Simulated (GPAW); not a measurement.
# Cu K ELNES/XANES of CuAu (P4/mmm) from DFT, part 2 of 3

Aim: the dependence of the Cu K near-edge features of CuAu (P4/mmm) on volume.

GPAW 26.7.0; X-ray absorption from dipole matrix elements to empty bands, plane-wave PAW revPBE.

So far. Step 2 (Ground state of the crystal): The mesh shows no gap, so the system is treated as a metal and the core electron is put at the Fermi level (neutral cell).

The database entry behind the starting cell is an old determination (1936), so it need not match the best structure at ambient conditions.

## Step 4: Spectrum with XCH, Cu atom 2

The holes are 5.4 Å apart. In GPAW the data set carries the hole's charge, so charge=0 means a charged cell and charge=-1 a neutral one. The excited electron is kept in the cell, where it fills the lowest empty states and screens the hole. After the field has converged, empty bands are computed with the density fixed and the dipole matrix elements are summed.

The absorber has 8 Au at 2.71 Å and 4 Cu at 2.81 Å (distorted cuboctahedral, site symmetry 4/mmm).

The input, xas.py:

```python
import numpy as np
from ase import Atoms
from ase.parallel import parprint, paropen
from gpaw import GPAW, PW, FermiDirac, Mixer, MixerDif, setup_paths
from gpaw.test import gen
setup_paths.insert(0, '.')
gen('Cu', name='fch1s', xcname='revPBE', corehole=(1, 0, 1), write_xml=True)
from gpaw.mpi import world
world.barrier()

atoms = Atoms('Au4Cu4',
    cell=[[2.81074946, 2.81074946, 3.685],
     [-2.81074946, 2.81074946, -3.685],
     [-2.81074946, 2.81074946, 3.685]],
    scaled_positions=[[0, 0, 0],
     [0.5, 0.5, 0],
     [0, 0.5, 0.5],
     [0.5, 0, 0.5],
     [0.5, 0, 0],
     [0, 0.5, 0],
     [0.5, 0.5, 0.5],
     [0, 0, 0.5]],
    pbc=True)
atoms.calc = calc = GPAW(legacy_gpaw=True, mode=PW(430), xc='revPBE', setups={4: 'fch1s'},
    kpts={'size': (6, 6, 6), 'gamma': True}, occupations=FermiDirac(0.1),
    charge=-1, mixer=Mixer(0.1, 5, 50), maxiter=150,
    convergence={'density': 0.0001}, txt='scf.txt')
energy = atoms.get_potential_energy() + calc.get_reference_energy()
ef = calc.get_fermi_level()
out = dict(energy=energy, fermi=ef, forces=atoms.get_forces().tolist())
parprint(f'all-electron energy {energy:.4f} eV, Fermi level {ef:.4f} eV')
ev = np.array([[calc.get_eigenvalues(k, s) for k in range(len(calc.get_ibz_k_points()))] for s in range(calc.get_number_of_spins())])
out['homo'], out['lumo'], out['counts'] = ev[ev < ef].max(), ev[ev > ef].min(), sorted(set((ev < ef).sum((0, 2)).tolist()))
out['filled'] = (ev[:, 0] < ef).sum(1).tolist()

from ase.units import Ha
from gpaw.xas import dipole_matrix_elements
nb = int(calc.get_number_of_electrons() / 2) + 72
top, nb = nb, nb + 8 + nb // 12
nscf = calc.fixed_density(kpts={'size': (7, 7, 7), 'gamma': True}, nbands=nb,
    convergence={'bands': top, 'eigenstates': 1e-5}, maxiter=60, txt='nscf.txt')
cell = atoms.cell.array
ops = [cell.T @ U.T @ np.linalg.inv(cell.T) for U in nscf.wfs.kd.symmetry.op_scc]
E = np.arange(-6, 34, 0.1)
fwhm = np.interp(E, [4, 25], [1.55, 3.5])
Y, X, zero, highest = 0, 0, 1e9, 1e9
for spin in range(nscf.get_number_of_spins()):
    wfs = nscf.wfs
    A = dipole_matrix_elements(wfs.setups[4])
    eps = np.zeros((wfs.kd.nibzkpts, nb))
    d = np.zeros((3, A.shape[1], wfs.kd.nibzkpts, nb), complex)
    for kpt in wfs.kpt_u:
        if kpt.s == spin and 4 in kpt.P_ani:
            eps[kpt.k] = kpt.eps_n * Ha
            d[:, :, kpt.k] = (kpt.weight * wfs.nspins / 2) ** 0.5 * np.inner(A, kpt.P_ani[4])
    world.sum(eps)
    world.sum(d)
    T = np.einsum('amkn,bmkn->abkn', d, d.conj()).real
    T = sum(np.einsum('ai,ijkn,bj->abkn', R, T, R) for R in ops) / len(ops)
    empty = eps > ef
    zero, highest = min(zero, eps[empty].min()), min(highest, eps[:, top - 1].min())
    lines = [(eps, T, empty)] if spin == 0 else lines + [(eps, T, empty)]
for eps, T, empty in lines:
    f = np.einsum('aakn->akn', T).reshape(3, -1)
    x = eps.ravel() - zero
    w = np.interp(x, E, fwhm) / 2.35482
    g = np.exp(-0.5 * ((E[:, None] - x) / w) ** 2) / (w * (2 * np.pi) ** 0.5)
    Y = Y + (f * empty.ravel()) @ g.T
    X = X + (f * ~empty.ravel()) @ g.T
out.update(E=E.round(2).tolist(), xas=Y.tolist(), xes=X.tolist(), zero=zero, valid=highest - zero, nk=len(eps), nb=nb)
for i in range(0, len(E), 10):
    parprint(f'{E[i]:7.2f}', *(f'{v:10.3e}' for v in Y[:, i]))
import json
with paropen('out.json', 'w') as f:
    json.dump(out, f)
```

Launch:

```sh
OMP_NUM_THREADS=1 mpirun -n 2 gpaw python xas.py
```

Numbers of over 12 decimals in the logs are rounded to 6 here.

Log:

```text
Input parameters:
  charge: -1
  convergence: {density: 0.0001}
  kpts: {gamma: True,
         size: (6, 6, 6)}
  maxiter: 150
  mixer: {backend: pulay,
          beta: 0.1,
          method: separate,
          nmaxold: 5,
          weight: 50}
  mode: {ecut: 430.0,
         name: pw}
  occupations: {fixmagmom: False,
                name: fermi-dirac,
                width: 0.1}
  setups: {4: fch1s}
  xc: revPBE

Initialize ...

[... PAW data sets ...]

Reference energy: -2237519.387634  # eV

Spin-paired calculation

[... convergence settings ...]
Symmetries present (total): 4
  [... symmetry matrices ...]

216 k-points: 6 x 6 x 6 Monkhorst-Pack grid + [1/12,1/12,1/12]
68 k-points in the irreducible part of the Brillouin zone
       k-points in crystal coordinates                weights
   0:     0.00000000    0.00000000    0.00000000          1/216
   1:     0.00000000    0.16666667   -0.16666667          2/216
   2:     0.00000000    0.16666667    0.00000000          4/216
   3:     0.00000000    0.16666667    0.16666667          2/216
   4:     0.00000000    0.33333333   -0.33333333          2/216
   5:     0.00000000    0.33333333   -0.16666667          4/216
   6:     0.00000000    0.33333333    0.00000000          4/216
   7:     0.00000000    0.33333333    0.16666667          4/216
   8:     0.00000000    0.33333333    0.33333333          2/216
   9:     0.00000000    0.50000000    0.00000000          2/216
          ...
  67:     0.50000000    0.50000000    0.50000000          1/216

Wave functions: Plane wave expansion
  Cutoff energy: 430.000 eV
  Number of coefficients (min, max): 2334, 2397
  Pulay-stress correction: 0.000000 eV/Ang^3 (de/decut=0.000000)
  Using FFTW library
  Wavefunction extrapolation:
    Improved wavefunction reuse through dual PAW basis

Occupation numbers: Fermi-Dirac:
  width: 0.1000  # eV

Eigensolver
   Davidson(niter=2)

Densities:
  Coarse grid: 27*27*27 grid
  Fine grid: 54*54*54 grid
  Total Charge: 0.000000

Density mixing:
  Method: separate
  Backend: pulay
  Linear mixing parameter: 0.1
  old densities: 5
  Width of damping distribution: 1.1
  Damping of long wavelength oscillations: 50

[... Hamiltonian set-up ...]
Number of atoms: 8
Number of atomic orbitals: 72
Number of bands in calculation: 58
Number of valence electrons: 89
Bands to converge: occupied

... initialized

Initializing position-dependent things.

Density initialized from atomic densities
Creating initial wave functions:
  58 bands from LCAO basis set

                Au
             Cu

           Cu     Cu
         Au     Au

              Au
           Cu

Atomic positions and initial magnetic moments

Positions:
   0 Au     0.000000    0.000000    0.000000    ( 0.0000,  0.0000,  0.0000)
   1 Au     0.000000    2.810749    0.000000    ( 0.0000,  0.0000,  0.0000)
   2 Au    -2.810749    2.810749    0.000000    ( 0.0000,  0.0000,  0.0000)
   3 Au     0.000000    2.810749    3.685000    ( 0.0000,  0.0000,  0.0000)
   4 Cu     1.405375    1.405375    1.842500    ( 0.0000,  0.0000,  0.0000)
   5 Cu    -1.405375    1.405375   -1.842500    ( 0.0000,  0.0000,  0.0000)
   6 Cu    -1.405375    4.216124    1.842500    ( 0.0000,  0.0000,  0.0000)
   7 Cu    -1.405375    1.405375    1.842500    ( 0.0000,  0.0000,  0.0000)

Unit cell:
           periodic     x           y           z      points  spacing
  1. axis:    yes    2.810749    2.810749    3.685000    27     0.1472
  2. axis:    yes   -2.810749    2.810749   -3.685000    27     0.1655
  3. axis:    yes   -2.810749    2.810749    3.685000    27     0.1655

  Lengths:   5.420318   5.420318   5.420318
  Angles:   85.663748  62.471151 117.528849

Effective grid spacing dv^(1/3) = 0.1809

iter:   1   -37.705260
iter:   2   -34.158222   -1.65  -1.18
iter:   3   -31.442479   -1.42  -1.30
iter:   4   -31.236025   -2.36  -1.67
iter:   5   -31.280230   -2.39  -1.87
iter:   6   -31.164990   -2.61  -2.34
iter:   7   -31.158534   -4.03  -2.56
iter:   8   -31.158489c  -3.13  -2.61
iter:   9   -31.148037c  -3.72  -2.99
iter:  10   -31.146533c  -5.18  -3.37
iter:  11   -31.144462c  -4.33  -3.43
iter:  12   -31.144354c  -5.88  -3.50
iter:  13   -31.144332c  -6.25  -3.52
iter:  14   -31.144357c  -6.13  -3.55
iter:  15   -31.144295c  -5.86  -3.69
iter:  16   -31.144290c  -7.14  -3.86
iter:  17   -31.144283c  -6.37  -3.86
iter:  18   -31.144293c  -6.14  -3.90
iter:  19   -31.144245c  -6.25  -4.37c
iter:  20   -31.144245c  -7.78c -5.19c

Converged after 20 iterations.

Dipole moment: (-0.000000, 0.000000, -0.000000) |e|*Ang

Energy contributions relative to reference atoms: (reference = -2237519.387634)

Kinetic:        -49.192748
Potential:      +34.785407
External:        +0.000000
XC:             -18.098173
Entropy (-ST):   -0.058718
Local:           +1.390627
SIC:             +0.000000
--------------------------
Free energy:    -31.173604
Extrapolated:   -31.144245

Showing only first 2 kpts
 Kpt  Band  Eigenvalues  Occupancy
  0    42      8.09635    2.00000
  0    43      8.09636    2.00000
  0    44      8.42537    1.99999
  0    45      9.92803    0.08666

  1    42      8.03838    2.00000
  1    43      9.45077    1.68527
  1    44     10.03832    0.02962
[...]
Fermi level: 9.61857

No gap
No difference between direct/indirect transitions

Forces in eV/Ang:
  0 Au   -0.00000   -0.00000    0.00000
  1 Au    0.00000    0.00000    0.00000
  2 Au    0.00000    0.00000    0.00000
  3 Au    0.00000    0.00000    0.00000
  4 Cu    0.00000    0.00000    0.00000
  5 Cu    0.00000    0.00000    0.00000
  6 Cu   -0.00000    0.00000    0.00000
  7 Cu    0.00000   -0.00000    0.00000
Scalar-relativistic atomic revPBE calculation for Cu (Copper, Z=29)
Core hole in 1s state (1s occupation: 1.0)
600 radial gridpoints.
|------------------------------------------------|
|------------------------------------------------|
[... the atom generator's iteration count ...]

Energy contributions:
-------------------------
Kinetic:    +1339.362299
XC:           -59.217280
Potential:  -2603.400130
-------------------------
Total:      -1323.255111

state      eigenvalue         ekin         rmax
-----------------------------------------------
1s^1.0 :  -337.776321   427.640713        0.034
2s^2.0 :   -41.953097    83.462160        0.192
2p^6.0 :   -37.147430    82.500573        0.153
3s^2.0 :    -4.963410    18.421965        0.596
3p^6.0 :    -3.403472    16.524594        0.594
3d^10.0:    -0.730897    11.207474        0.566
4s^1.0 :    -0.499879     1.727592        2.016
4p^0.0 :    -0.282469     0.981802        2.566
-----------------------------------------------
(units: Bohr and Hartree)

Generating PAW setup
Kinetic energy of the core from tauc = 1236.564657
Cutoffs:
rc(s)=2.200
rc(p)=2.200
rc(d)=2.000
rc(vbar)=1.800
rc(comp)=2.000
rc(nct)=2.200

Kinetic energy of the core states: 1225.559965
Charge: 1.0
Core electrons: 17.0
Valence electrons: 11.0
Pseudo-core charge: 0.260573
Shape function alpha=2.500
Pseudo-electron charge 3.276431
state    eigenvalue         norm
--------------------------------
4s(1) :    -0.499879     1.105929
*s    :     0.500121
4p(0) :    -0.282469     1.010808
*p    :     0.717531
3d(10):    -0.730897     0.190993
*d    :     0.269103
--------------------------------

Diagonalizing with gridspacing h=0.050

state   all-electron     PAW
-------------------------------
4s:      -0.499879    -0.500023
4p:      -0.282469    -0.282566
3d:      -0.730897    -0.731305
*f:                   -0.021911
-------------------------------
all-electron energy -2237550.5319 eV, Fermi level 9.6186 eV
[...]
31.00  1.307e-07  1.307e-07  1.200e-07
  32.00  1.508e-07  1.508e-07  1.467e-07
  33.00  1.766e-07  1.766e-07  1.796e-07
```

Run time: 7.8 min. Hardware: 2 MPI ranks of Arm Neoverse V2, shared host; peak memory 0.76 GiB.

The Cu K spectrum, Cu atom 2, excited-electron core hole (neutral cell) (energy from the lowest empty level; intensity scaled to a mean of 1 over the first 20 eV; polarised curves are means over the symmetry-equivalent atoms):

```tsv
E (eV)	isotropic	ε ⊥ c	ε ∥ c
-2.0	0.00	0.00	0.00
-1.5	0.00	0.00	0.01
-1.0	0.03	0.03	0.03
-0.5	0.10	0.10	0.11
0.0	0.24	0.25	0.22
0.5	0.38	0.40	0.33
1.0	0.46	0.50	0.40
1.5	0.48	0.51	0.44
2.0	0.48	0.49	0.46
2.5	0.47	0.47	0.46
3.0	0.46	0.46	0.46
3.5	0.48	0.47	0.50
4.0	0.51	0.49	0.54
4.5	0.53	0.52	0.56
5.0	0.56	0.54	0.59
5.5	0.61	0.60	0.64
6.0	0.69	0.68	0.70
6.5	0.80	0.81	0.77
7.0	0.93	0.97	0.85
7.5	1.06	1.13	0.94
8.0	1.19	1.27	1.04
8.5	1.32	1.39	1.18
9.0	1.44	1.49	1.33
9.5	1.53	1.56	1.46
10.0	1.59	1.60	1.57
10.5	1.62	1.61	1.65
11.0	1.63	1.60	1.70
11.5	1.60	1.54	1.72
12.0	1.53	1.45	1.69
12.5	1.44	1.35	1.61
13.0	1.33	1.25	1.51
13.5	1.23	1.16	1.39
14.0	1.14	1.08	1.27
14.5	1.06	1.02	1.15
15.0	1.00	0.98	1.05
15.5	0.97	0.96	0.97
16.0	0.95	0.97	0.91
16.5	0.97	1.01	0.89
17.0	1.00	1.06	0.89
17.5	1.05	1.11	0.94
18.0	1.11	1.16	1.01
18.5	1.16	1.19	1.10
19.0	1.19	1.20	1.17
19.5	1.19	1.18	1.22
20.0	1.16	1.14	1.22
20.5	1.11	1.07	1.18
21.0	1.04	0.99	1.12
21.5	0.96	0.92	1.05
22.0	0.90	0.86	0.97
22.5	0.84	0.81	0.90
23.0	0.79	0.77	0.84
23.5	0.75	0.74	0.78
24.0	0.72	0.72	0.73
24.5	0.69	0.70	0.67
25.0	0.67	0.70	0.62
25.5	0.65	0.69	0.58
26.0	0.64	0.69	0.54
26.5	0.63	0.69	0.52
27.0	0.63	0.70	0.50
27.5	0.63	0.70	0.50
28.0	0.64	0.70	0.51
28.5	0.64	0.70	0.53
29.0	0.65	0.70	0.55
29.5	0.66	0.71	0.58
30.0	0.69	0.72	0.62
30.5	0.72	0.75	0.66
31.0	0.77	0.79	0.72
31.5	0.83	0.84	0.80
32.0	0.90	0.91	0.89
```

Main maxima below 30 eV (height): 10.8 eV (1.63) and 19.2 eV (1.20). A K edge sees empty p states on the absorber.

The total-energy difference is 9010.42 eV. One term is added: -29.93 eV, since the hole is spin-paired here and a spin-polarised one costs that much less in the free atom (computed apart). The photon energy is then 8980.49 eV. The tabulated edge of the element is 8979 eV. The functional leaves an error of a few eV in such absolute values.

## Step 5: Supercell without a hole, the energy reference

The cell changes for the next run, so it gets a reference energy of its own.

The cell differs from the one that the last finished run ended in (a 5.420 → 5.310 Å, b 5.420 → 5.310 Å, c 5.420 → 5.310 Å).

The input, scf.py:

```python
import numpy as np
from ase import Atoms
from ase.parallel import parprint, paropen
from gpaw import GPAW, PW, FermiDirac, Mixer, MixerDif, setup_paths
from gpaw.test import gen
setup_paths.insert(0, '.')
gen('Cu', name='nch1s', xcname='revPBE', corehole=(1, 0, 0), write_xml=True)
from gpaw.mpi import world
world.barrier()

atoms = Atoms('Au4Cu4',
    cell=[[2.75337112, 2.75337112, 3.60977481],
     [-2.75337112, 2.75337112, -3.60977481],
     [-2.75337112, 2.75337112, 3.60977481]],
    scaled_positions=[[0, 0, 0],
     [0.5, 0.5, 0],
     [0, 0.5, 0.5],
     [0.5, 0, 0.5],
     [0.5, 0, 0],
     [0, 0.5, 0],
     [0.5, 0.5, 0.5],
     [0, 0, 0.5]],
    pbc=True)
atoms.calc = calc = GPAW(legacy_gpaw=True, mode=PW(430), xc='revPBE', setups={4: 'nch1s'},
    kpts={'size': (6, 6, 6), 'gamma': True}, occupations=FermiDirac(0.1),
    charge=0, mixer=Mixer(0.1, 5, 50), maxiter=150,
    convergence={'density': 0.0001}, txt='scf.txt')
energy = atoms.get_potential_energy() + calc.get_reference_energy()
ef = calc.get_fermi_level()
out = dict(energy=energy, fermi=ef, forces=atoms.get_forces().tolist())
parprint(f'all-electron energy {energy:.4f} eV, Fermi level {ef:.4f} eV')
ev = np.array([[calc.get_eigenvalues(k, s) for k in range(len(calc.get_ibz_k_points()))] for s in range(calc.get_number_of_spins())])
out['homo'], out['lumo'], out['counts'] = ev[ev < ef].max(), ev[ev > ef].min(), sorted(set((ev < ef).sum((0, 2)).tolist()))
out['filled'] = (ev[:, 0] < ef).sum(1).tolist()
import json
with paropen('out.json', 'w') as f:
    json.dump(out, f)
```

Launch:

```sh
OMP_NUM_THREADS=1 mpirun -n 2 gpaw python scf.py
```

Log:

```text
Input parameters:
  convergence: {density: 0.0001}
  kpts: {gamma: True,
         size: (6, 6, 6)}
  maxiter: 150
  mixer: {backend: pulay,
          beta: 0.1,
          method: separate,
          nmaxold: 5,
          weight: 50}
  mode: {ecut: 430.0,
         name: pw}
  occupations: {fixmagmom: False,
                name: fermi-dirac,
                width: 0.1}
  setups: {4: nch1s}
  xc: revPBE

Initialize ...

[...]
*s    :     0.834370
4p(0) :    -0.025137     1.001202
*p    :     0.974863
3d(10):    -0.182213     0.275352
*d    :     0.817787
--------------------------------

Diagonalizing with gridspacing h=0.050

state   all-electron     PAW
-------------------------------
4s:      -0.165630    -0.165715
4p:      -0.025137    -0.024950
3d:      -0.182213    -0.182637
*f:                    0.067777
-------------------------------
all-electron energy -2246560.2484 eV, Fermi level 10.2872 eV
[key lines of the parts left out:]
Converged after 17 iterations.
Dipole moment: (-0.000000, -0.000000, -0.000000) |e|*Ang
Free energy:    -22.967754
Fermi level: 10.28721
```

It took 2.3 min on 2 MPI ranks; peak memory 0.34 GiB.

Reference energy: -2246560.248 eV with the cores included.

## Step 6: Spectrum with XCH, Cu atom 2

Shorter bonds are expected to push antibonding states and scattering resonances up, and longer ones down; the cell is scaled to test that.

Changed against the first core-hole run: volume scale from 1 to 0.94.

xas.py: that of step 4 with these lines changed.

```diff
@@ -11,5 +11,5 @@
 atoms = Atoms('Au4Cu4',
-    cell=[[2.81074946, 2.81074946, 3.685],
-     [-2.81074946, 2.81074946, -3.685],
-     [-2.81074946, 2.81074946, 3.685]],
+    cell=[[2.75337112, 2.75337112, 3.60977481],
+     [-2.75337112, 2.75337112, -3.60977481],
+     [-2.75337112, 2.75337112, 3.60977481]],
     scaled_positions=[[0, 0, 0],
@@ -37,3 +37,3 @@
 from gpaw.xas import dipole_matrix_elements
-nb = int(calc.get_number_of_electrons() / 2) + 72
+nb = int(calc.get_number_of_electrons() / 2) + 68
 top, nb = nb, nb + 8 + nb // 12
```

Launch:

```sh
OMP_NUM_THREADS=1 mpirun -n 2 gpaw python xas.py
```

Log:

```text
Input parameters:
  charge: -1
  convergence: {density: 0.0001}
  kpts: {gamma: True,
         size: (6, 6, 6)}
  maxiter: 150
  mixer: {backend: pulay,
          beta: 0.1,
          method: separate,
          nmaxold: 5,
          weight: 50}
  mode: {ecut: 430.0,
         name: pw}
  occupations: {fixmagmom: False,
                name: fermi-dirac,
                width: 0.1}
  setups: {4: fch1s}
  xc: revPBE

[...]
*d    :     0.269103
--------------------------------

Diagonalizing with gridspacing h=0.050

state   all-electron     PAW
-------------------------------
4s:      -0.499879    -0.500023
4p:      -0.282469    -0.282566
3d:      -0.730897    -0.731305
*f:                   -0.021911
-------------------------------
all-electron energy -2237549.6662 eV, Fermi level 10.6379 eV
[...]
32.00  1.252e-07  1.252e-07  1.144e-07
  33.00  1.432e-07  1.432e-07  1.375e-07
[key lines of the parts left out:]
Converged after 19 iterations.
Dipole moment: (-0.000000, -0.000000, -0.000000) |e|*Ang
Free energy:    -30.309163
Fermi level: 10.63790
```

Run time: 7.3 min. Hardware: 2 MPI ranks; peak memory 0.73 GiB.

```tsv
E (eV)	first run	this run
-2.0	0.00	0.00
-1.0	0.03	0.03
0.0	0.24	0.27
1.0	0.46	0.49
2.0	0.48	0.50
3.0	0.46	0.46
4.0	0.51	0.50
5.0	0.56	0.54
6.0	0.69	0.64
7.0	0.93	0.86
8.0	1.19	1.13
9.0	1.44	1.39
10.0	1.59	1.57
11.0	1.63	1.64
12.0	1.53	1.60
13.0	1.33	1.43
14.0	1.14	1.22
15.0	1.00	1.05
16.0	0.95	0.97
17.0	1.00	0.97
18.0	1.11	1.05
19.0	1.19	1.16
20.0	1.16	1.21
21.0	1.04	1.14
22.0	0.90	1.00
23.0	0.79	0.87
24.0	0.72	0.78
25.0	0.67	0.73
26.0	0.64	0.70
27.0	0.63	0.67
28.0	0.64	0.66
29.0	0.65	0.65
30.0	0.69	0.66
31.0	0.77	0.68
32.0	0.90	0.74
```

Against the first run the r.m.s. difference is 5 %. The highest intensity below 24 eV goes from 10.8 eV (1.63) to 11.2 eV (1.64).

The photon energy of the zero moves by +0.16 eV.

## Step 7: Reference energy of the supercell

The cell changes for the next run, so it gets a reference energy of its own.

The cell differs from the one that the last finished run ended in (a 5.310 → 5.474 Å, b 5.310 → 5.474 Å, c 5.310 → 5.474 Å).

scf.py: that of step 5 with these lines changed.

```diff
@@ -11,5 +11,5 @@
 atoms = Atoms('Au4Cu4',
-    cell=[[2.75337112, 2.75337112, 3.60977481],
-     [-2.75337112, 2.75337112, -3.60977481],
-     [-2.75337112, 2.75337112, 3.60977481]],
+    cell=[[2.83858047, 2.83858047, 3.72148752],
+     [-2.83858047, 2.83858047, -3.72148752],
+     [-2.83858047, 2.83858047, 3.72148752]],
     scaled_positions=[[0, 0, 0],
```

Launch:

```sh
OMP_NUM_THREADS=1 mpirun -n 2 gpaw python scf.py
```

Log:

```text
Input parameters:
  convergence: {density: 0.0001}
  kpts: {gamma: True,
         size: (6, 6, 6)}
  maxiter: 150
  mixer: {backend: pulay,
          beta: 0.1,
          method: separate,
          nmaxold: 5,
          weight: 50}
  mode: {ecut: 430.0,
         name: pw}
  occupations: {fixmagmom: False,
                name: fermi-dirac,
                width: 0.1}
  setups: {4: nch1s}
  xc: revPBE

Initialize ...

[...]
*s    :     0.834370
4p(0) :    -0.025137     1.001202
*p    :     0.974863
3d(10):    -0.182213     0.275352
*d    :     0.817787
--------------------------------

Diagonalizing with gridspacing h=0.050

state   all-electron     PAW
-------------------------------
4s:      -0.165630    -0.165715
4p:      -0.025137    -0.024950
3d:      -0.182213    -0.182637
*f:                    0.067777
-------------------------------
all-electron energy -2246561.1193 eV, Fermi level 8.8207 eV
[key lines of the parts left out:]
Converged after 14 iterations.
Dipole moment: (0.000000, -0.000000, 0.000000) |e|*Ang
Free energy:    -23.844359
Fermi level: 8.82067
```

Elapsed: 2 min, on 2 MPI ranks; peak memory 0.34 GiB.

Reference energy: -2246561.119 eV with the cores included.

(Continued in part 3 of 3.)

[Banner, clock and machine lines of the logs are left out without a mark of their own.]

[Logs are printed without paths, hosts, clocks, repeated set-up lines and the standing remarks that a program may print on its own settings, such as how far it seeks lower states.]

[Hosts, paths, dates, database ids (printed as entryN), source tags and the programs' standing remarks are cut or masked in the printed files.]

[Lists of maxima count a maximum above −3 eV only where it reaches 4 % of the highest in the window and stands out from its surroundings by 2 % of it (1.5 % where it reaches 55 %); shoulders and weaker maxima are passed over, and of the rest the first, up to two pre-edge ones and the few strongest are named.]
